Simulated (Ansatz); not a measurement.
# Ge wire along [100], 37 atoms a period, H-terminated: bands by functional, part 2 of 2

Wanted: the relaxed geometry and the bands of the Ge wire along [100], 37 atoms a period, H-terminated.

Ansatz 0.2.0; DFT PBE, plane waves, PAW; relaxation of a wire's period; PAW set soft_1 (the session's first sound run).

So far. Step 2 (Relaxation of atoms and period): The cell's length comes to 5.795 Å with spin left out.

## (3) The perfect wire

This step: DFT PBE, plane waves, PAW; bands of a perfect wire; PAW set soft_1 (Ansatz 0.2.0).

At the relaxed period the bands are computed along the axis; those that cross an energy going forward count the channels that a perfect wire would open there.

File input.yaml:

```yaml
crystal:
  lattice:
    - [20.121, 0.0, 0.0]
    - [0.0, 20.121, 0.0]
    - [0.0, 0.0, 5.7950342357]
  atoms:
    - { symbol: Ge, position: [0.287379188, 0.287379188, 0.991388308] }
    - { symbol: Ge, position: [0.286649826, 0.571613913, 0.002963987] }
    - { symbol: Ge, position: [0.428915246, 0.428915246, 0.998339911] }
    - { symbol: Ge, position: [0.428402629, 0.713366716, 0.002963987] }
    - { symbol: Ge, position: [0.571613913, 0.286649826, 0.002963987] }
    - { symbol: Ge, position: [0.571101296, 0.571101296, 0.998339911] }
    - { symbol: Ge, position: [0.713366716, 0.428402629, 0.002963987] }
    - { symbol: Ge, position: [0.712637354, 0.712637354, 0.991388308] }
    - { symbol: H, position: [0.17143593, 0.456341606, 0.098999082] }
    - { symbol: H, position: [0.456341606, 0.17143593, 0.098999082] }
    - { symbol: H, position: [0.543674936, 0.828580611, 0.098999082] }
    - { symbol: H, position: [0.828580611, 0.543674936, 0.098999082] }
    - { symbol: H, position: [0.242217291, 0.242217291, 0.142430154] }
    - { symbol: H, position: [0.757799251, 0.757799251, 0.142430154] }
    - { symbol: Ge, position: [0.217335226, 0.500008271, 0.25] }
    - { symbol: Ge, position: [0.357903086, 0.357903086, 0.245369483] }
    - { symbol: Ge, position: [0.357903086, 0.642113456, 0.254630517] }
    - { symbol: Ge, position: [0.500008271, 0.217335226, 0.25] }
    - { symbol: Ge, position: [0.500008271, 0.500008271, 0.25] }
    - { symbol: Ge, position: [0.500008271, 0.782681316, 0.25] }
    - { symbol: Ge, position: [0.642113456, 0.357903086, 0.254630517] }
    - { symbol: Ge, position: [0.642113456, 0.642113456, 0.245369483] }
    - { symbol: Ge, position: [0.782681316, 0.500008271, 0.25] }
    - { symbol: H, position: [0.242217291, 0.757799251, 0.357569846] }
    - { symbol: H, position: [0.757799251, 0.242217291, 0.357569846] }
    - { symbol: H, position: [0.17143593, 0.543674936, 0.401000918] }
    - { symbol: H, position: [0.456341606, 0.828580611, 0.401000918] }
    - { symbol: H, position: [0.543674936, 0.17143593, 0.401000918] }
    - { symbol: H, position: [0.828580611, 0.456341606, 0.401000918] }
    - { symbol: Ge, position: [0.286649826, 0.428402629, 0.497036013] }
    - { symbol: Ge, position: [0.287379188, 0.712637354, 0.508611692] }
    - { symbol: Ge, position: [0.428402629, 0.286649826, 0.497036013] }
    - { symbol: Ge, position: [0.428915246, 0.571101296, 0.501660089] }
    - { symbol: Ge, position: [0.571101296, 0.428915246, 0.501660089] }
    - { symbol: Ge, position: [0.571613913, 0.713366716, 0.497036013] }
    - { symbol: Ge, position: [0.712637354, 0.287379188, 0.508611692] }
    - { symbol: Ge, position: [0.713366716, 0.571613913, 0.497036013] }
    - { symbol: H, position: [0.188548692, 0.299015469, 0.545907468] }
    - { symbol: H, position: [0.15806075, 0.614611454, 0.664900294] }
    - { symbol: H, position: [0.299015469, 0.188548692, 0.545907468] }
    - { symbol: H, position: [0.385405088, 0.841955792, 0.664900294] }
    - { symbol: H, position: [0.614611454, 0.15806075, 0.664900294] }
    - { symbol: H, position: [0.701001073, 0.81146785, 0.545907468] }
    - { symbol: H, position: [0.841955792, 0.385405088, 0.664900294] }
    - { symbol: H, position: [0.81146785, 0.701001073, 0.545907468] }
    - { symbol: Ge, position: [0.217507419, 0.350045837, 0.719531974] }
    - { symbol: Ge, position: [0.217507419, 0.649970705, 0.780468026] }
    - { symbol: Ge, position: [0.350045837, 0.217507419, 0.719531974] }
    - { symbol: Ge, position: [0.35700422, 0.500008271, 0.75] }
    - { symbol: Ge, position: [0.350045837, 0.782509123, 0.780468026] }
    - { symbol: Ge, position: [0.500008271, 0.35700422, 0.75] }
    - { symbol: Ge, position: [0.500008271, 0.643012322, 0.75] }
    - { symbol: Ge, position: [0.649970705, 0.217507419, 0.780468026] }
    - { symbol: Ge, position: [0.643012322, 0.500008271, 0.75] }
    - { symbol: Ge, position: [0.649970705, 0.782509123, 0.719531974] }
    - { symbol: Ge, position: [0.782509123, 0.350045837, 0.780468026] }
    - { symbol: Ge, position: [0.782509123, 0.649970705, 0.719531974] }
    - { symbol: H, position: [0.15806075, 0.385405088, 0.835099706] }
    - { symbol: H, position: [0.188548692, 0.701001073, 0.954092532] }
    - { symbol: H, position: [0.299015469, 0.81146785, 0.954092532] }
    - { symbol: H, position: [0.385405088, 0.15806075, 0.835099706] }
    - { symbol: H, position: [0.614611454, 0.841955792, 0.835099706] }
    - { symbol: H, position: [0.701001073, 0.188548692, 0.954092532] }
    - { symbol: H, position: [0.81146785, 0.299015469, 0.954092532] }
    - { symbol: H, position: [0.841955792, 0.614611454, 0.835099706] }
kpoints:
  mp_grid: { grid: [1, 1, 14] }
  band_path: { path: ["Γ", Z], npoints: 90 }
scf:
  occupations: { method: fermi_dirac, width: 0.05 }
hamiltonian:
  xc: pbe
  pseudopotentials: { kind: paw, azcp: { folder: soft_1 } }
output:
  dos: { e_range: [-5, 4] }
  write_potential: true
  write_density: true
  volumetric_format: npy
```

Run with:

```sh
$ ansatz run input.yaml --threads 8 --pin off --max-ram 16384MiB --backend cpu --events-out ev --progress --plain --runs-dir out
```

Numbers of over 12 decimals in the logs are rounded to 6 here.

What it wrote:

```text
[...]
Crystal: 65 atoms, lattice volume = 2346.147 Å³
Basis set: ecut = 420 eV, 45899 PW (Γ)
Bands: 338, of which v1, the nominal top of the filled ones, is band 273 counted from 1 (272 counted from 0)
Symmetry: 8 space group operations
[...]
k-points: 8 of 14
[...]
SCF iter   1: F=—  HF=-159359.556903 eV  |F-HF|=—  |Δ(HF+E_count)|=         —  Δρ=3.71e-2  dr2=2.70e1  ethr=3.10e-3  ⟨swp⟩=6.0  Hψ=10167  notcnv=0  defer=164
[...]
SCF iter  11: F=-159352.606589 eV  HF=-159352.606589 eV  |F-HF|=7.25e-9  |Δ(HF+E_count)|=   2.71e-8  Δρ=8.32e-7  dr2=1.07e-8  ethr=1.83e-11  ⟨swp⟩=13.0  Hψ=11364  notcnv=0
SCF 1 converged in 11 iterations: F = -159352.606589 eV  dr2 = 1.07e-8
[...]
NSCF: frozen V_eff on 91 k-points
WARN: The output density's exchange-correlation potential varies sharply where the density is thin. Do not read a vacuum level from v_tot or v_xc, or from such a field of the output density. On a cell that repeats whose density bears no net charge and no dipole along the vacuum's axis use v_es (v_loc + v_h of the components); under efield.dipole_correction with no amplitude use v_es + v_field, which holds any externa [...]
SCF converged after 11 iterations
Free energy (F): -159352.606589 eV
[...]
Internal energy: -159352.606589 eV  (E = F + TS)
E sigma→0 (E₀):  -159352.606589 eV
Fermi energy:    0.579567 eV
[...]
--- Band table (eV; the first three rows and the last of 8) ---
  k-point 0: bands = [... 269 lower, -0.6135, -0.4622, -0.4622, -0.3499, 1.5886, 1.8217, 1.8217, 1.9614, ... 61 higher]
  k-point 1: bands = [... 269 lower, -0.6644, -0.4691, -0.4691, -0.3776, 1.6329, 1.8712, 1.8712, 1.9824, ... 61 higher]
  k-point 2: bands = [... 269 lower, -0.7935, -0.4807, -0.4807, -0.4577, 1.7538, 1.9750, 1.9750, 2.0365, ... 61 higher]
  k-point 7: bands = [... 269 lower, -1.0930, -1.0930, -1.0012, -0.9959, 1.4946, 1.6106, 1.6106, 1.7305, ... 61 higher]
```

Elapsed: 38 min, on 8 threads of Arm Neoverse V1, shared host; peak memory 14 GiB.

Reading the cycles: dr2 is the Hartree energy of the density residual (eV), the measure of convergence; HF is the Harris–Foulkes estimate of the energy, which meets the free energy F at convergence.

This step gave:

| Property | Result |
| --- | --- |
| band gap | 1.845 eV |

Electronic bands along the path, in eV, zero at the Fermi level; v1 is the highest filled band, c1 the lowest empty one:

```tsv
point	v4	v3	v2	v1	c1	c2	c3	c4
Γ	-1.19	-1.04	-1.04	-0.93	1.01	1.24	1.24	1.38
halfway	-1.48	-1.22	-1.11	-1.11	1.26	1.26	1.27	1.42
Z	-1.67	-1.67	-1.58	-1.58	0.92	1.03	1.03	1.15
```

The gap is 1.84 eV, with spin left out.

The path shows an indirect gap of 1.84 eV (valence top at Γ, conduction bottom at Z). The least direct gap is 1.94 eV.

## (4) Another level of theory, cutoff 500 eV, k-mesh 1×1×11

This step: DFT r2SCAN, plane waves, PAW; bands of a perfect wire at the PBE geometry; PAW set soft_1 (Ansatz 0.2.0).

The atoms stay at the PBE geometry and the functional changes. r2SCAN also reads the kinetic-energy density; it often gives larger moments and wider gaps than PBE, at a higher cost. Against the first PBE run of this kind, the cutoff is 500 eV against 420 and the mesh along the wire has 11 points against 14.

Edit input.yaml of step 3 so:

```diff
@@ -72,3 +72,3 @@
 kpoints:
-  mp_grid: { grid: [1, 1, 14] }
+  mp_grid: { grid: [1, 1, 11] }
   band_path: { path: ["Γ", Z], npoints: 90 }
@@ -77,8 +77,3 @@
 hamiltonian:
-  xc: pbe
+  xc: r2scan
   pseudopotentials: { kind: paw, azcp: { folder: soft_1 } }
-output:
-  dos: { e_range: [-5, 4] }
-  write_potential: true
-  write_density: true
-  volumetric_format: npy
```

What it wrote:

```text
[...]
Crystal: 65 atoms, lattice volume = 2346.147 Å³
Basis set: ecut = 500 eV, 59577 PW (Γ), exchange–correlation on 600×600×180 points (64 copies of the dense FFT grid, shifted against one another)
Bands: 338, of which v1, the nominal top of the filled ones, is band 273 counted from 1 (272 counted from 0)
Symmetry: 8 space group operations
[...]
k-points: 6 of 11
[...]
SCF iter   1: F=—  HF=-159651.015793 eV  |F-HF|=—  |Δ(HF+E_count)|=         —  Δρ=3.65e-2  dr2=2.52e1  dr2_τ=2.14e-1  ethr=3.10e-3  ⟨swp⟩=6.0  Hψ=7633  notcnv=0  defer=167
[...]
SCF iter  10: F=-159647.532948 eV  HF=-159647.532948 eV  |F-HF|=1.04e-8  |Δ(HF+E_count)|=   4.13e-7  Δρ=1.18e-6  dr2=4.90e-8  dr2_τ=7.20e-10  ethr=1.83e-11  ⟨swp⟩=13.5  Hψ=10342  notcnv=0
SCF 1 converged in 10 iterations: F = -159647.532948 eV  dr2 = 4.90e-8
[...]
SCF converged after 10 iterations
Free energy (F): -159647.532948 eV
[...]
Internal energy: -159647.532948 eV  (E = F + TS)
E sigma→0 (E₀):  -159647.532948 eV
Fermi energy:    0.539709 eV
[...]
--- Band table (eV; the first three rows and the last of 6) ---
  k-point 0: bands = [... 269 lower, -0.8315, -0.6558, -0.6558, -0.5482, 1.7723, 1.8786, 1.8786, 2.0310, ... 61 higher]
  k-point 1: bands = [... 269 lower, -0.9134, -0.6675, -0.6675, -0.5913, 1.8342, 1.9608, 1.9608, 2.0666, ... 61 higher]
  k-point 2: bands = [... 269 lower, -1.0912, -0.7143, -0.6899, -0.6899, 1.9738, 2.0629, 2.0629, 2.1528, ... 61 higher]
  k-point 5: bands = [... 269 lower, -1.2528, -1.2504, -1.2504, -1.1576, 1.6278, 1.7388, 1.7388, 1.8288, ... 61 higher]
```

Run time: 54 min. Hardware: 8 threads; peak memory 14 GiB; 6.8 h of CPU time.

Numbers from this step:

```
band gap : 2.155 eV
```

The electronic bands at the labelled points (eV, zero at the Fermi level; v1 is the highest filled band, c1 the lowest empty one):

```tsv
point	v4	v3	v2	v1	c1	c2	c3	c4
Γ	-1.37	-1.20	-1.20	-1.09	1.23	1.34	1.34	1.49
halfway	-1.66	-1.38	-1.28	-1.28	1.43	1.43	1.43	1.57
Z	-1.87	-1.87	-1.78	-1.77	1.07	1.18	1.18	1.31
```

The gap is 2.16 eV, against 1.84 eV under PBE at the relaxed period.

## (5) Summary of results

| Quantity | Value |
| --- | --- |
| cell length, PBE | 5.795 Å |
| gap, PBE | 1.84 eV |
| gap, r2SCAN | 2.16 eV |

**Reading.** Under PBE the cell's length is 5.80 Å, and a gap of 1.84 eV makes it a semiconductor. At the relaxed period the wire is gapped under every functional, from 1.84 eV (PBE) to 2.16 eV (r2SCAN). Weak screening in one dimension makes quasiparticle gaps larger than the semilocal gaps, as a rule.

[Logs are printed without paths, hosts, clocks, repeated set-up lines and the standing remarks that a program may print on its own settings, such as how far it seeks lower states.]

[Hosts, paths, dates, database ids (printed as entryN), source tags and the programs' standing remarks are cut or masked in the printed files.]
